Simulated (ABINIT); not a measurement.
**GaN (F-43m): least direct gap against volume**

The cell of GaN (F-43m) is scaled evenly and the response computed anew at each volume, on one mesh.

The structure is cubic, space group F-43m (No. 216). Conventional cell: a = 4.507 Å, b = 4.507 Å, c = 4.507 Å, α = 90.00°, β = 90.00°, γ = 90.00°. Around Ga on site a lie 4 N at 1.95 Å. N on site d has 4 Ga at 1.95 Å as nearest neighbours.

Method: ABINIT 10.8.3, LDA, independent particles, k-mesh 13×13×13, Lorentzian half width 0.04 eV.

Launch of the response step: `optic optic.abi`. The series took 7.8 min in all, its band step included, on 4 threads of AMD EPYC (Zen 3), on a shared host.

```tsv
V/V₀	V (Å³, primitive cell)	least direct gap (eV)
0.94	21.51	?
0.97	22.20	1.972
1.00	22.89	1.770
1.03	23.57	1.574
1.06	24.26	1.386
```

For small changes the quantity should be close to linear in ln V.

Working, on the rows shown:

| x = ln(V/V₀) | y = least direct gap |
| --- | --- |
| -0.0304592 | 1.972 |
| 0 | 1.77 |
| 0.0295588 | 1.574 |
| 0.0582689 | 1.386 |

Means: x̄ = 0.014342, ȳ = 1.6755. Σ(x − x̄)(y − ȳ) = -0.0289, Σ(x − x̄)² = 0.004374. Slope = -0.0289 / 0.004374 = -6.607; intercept = ȳ − slope · x̄ = 1.7703. The line misses the rows shown by at most 0.00096 eV.

Task: Predict the last column of the withheld row from the fit.

Result: At x = -0.061875 the line gives y = 2.1791 eV. The run gave 2.180 eV, so the extrapolation is off by 0.00091 eV, 0.1 % of the range in the table.

Between the rows on either side of x = 0 the slope is (1.574 − 1.972) / (0.029559 − (-0.030459)) = -6.631. That is a volume deformation potential of -6.6 eV: the least direct gap on this mesh widens by 66 meV for each per cent of compression. LDA gaps are as a rule too small. Spin-orbit coupling is left out.

[Logs are printed without paths, hosts, clocks, repeated set-up lines and the standing remarks that a program may print on its own settings, such as how far it seeks lower states.]
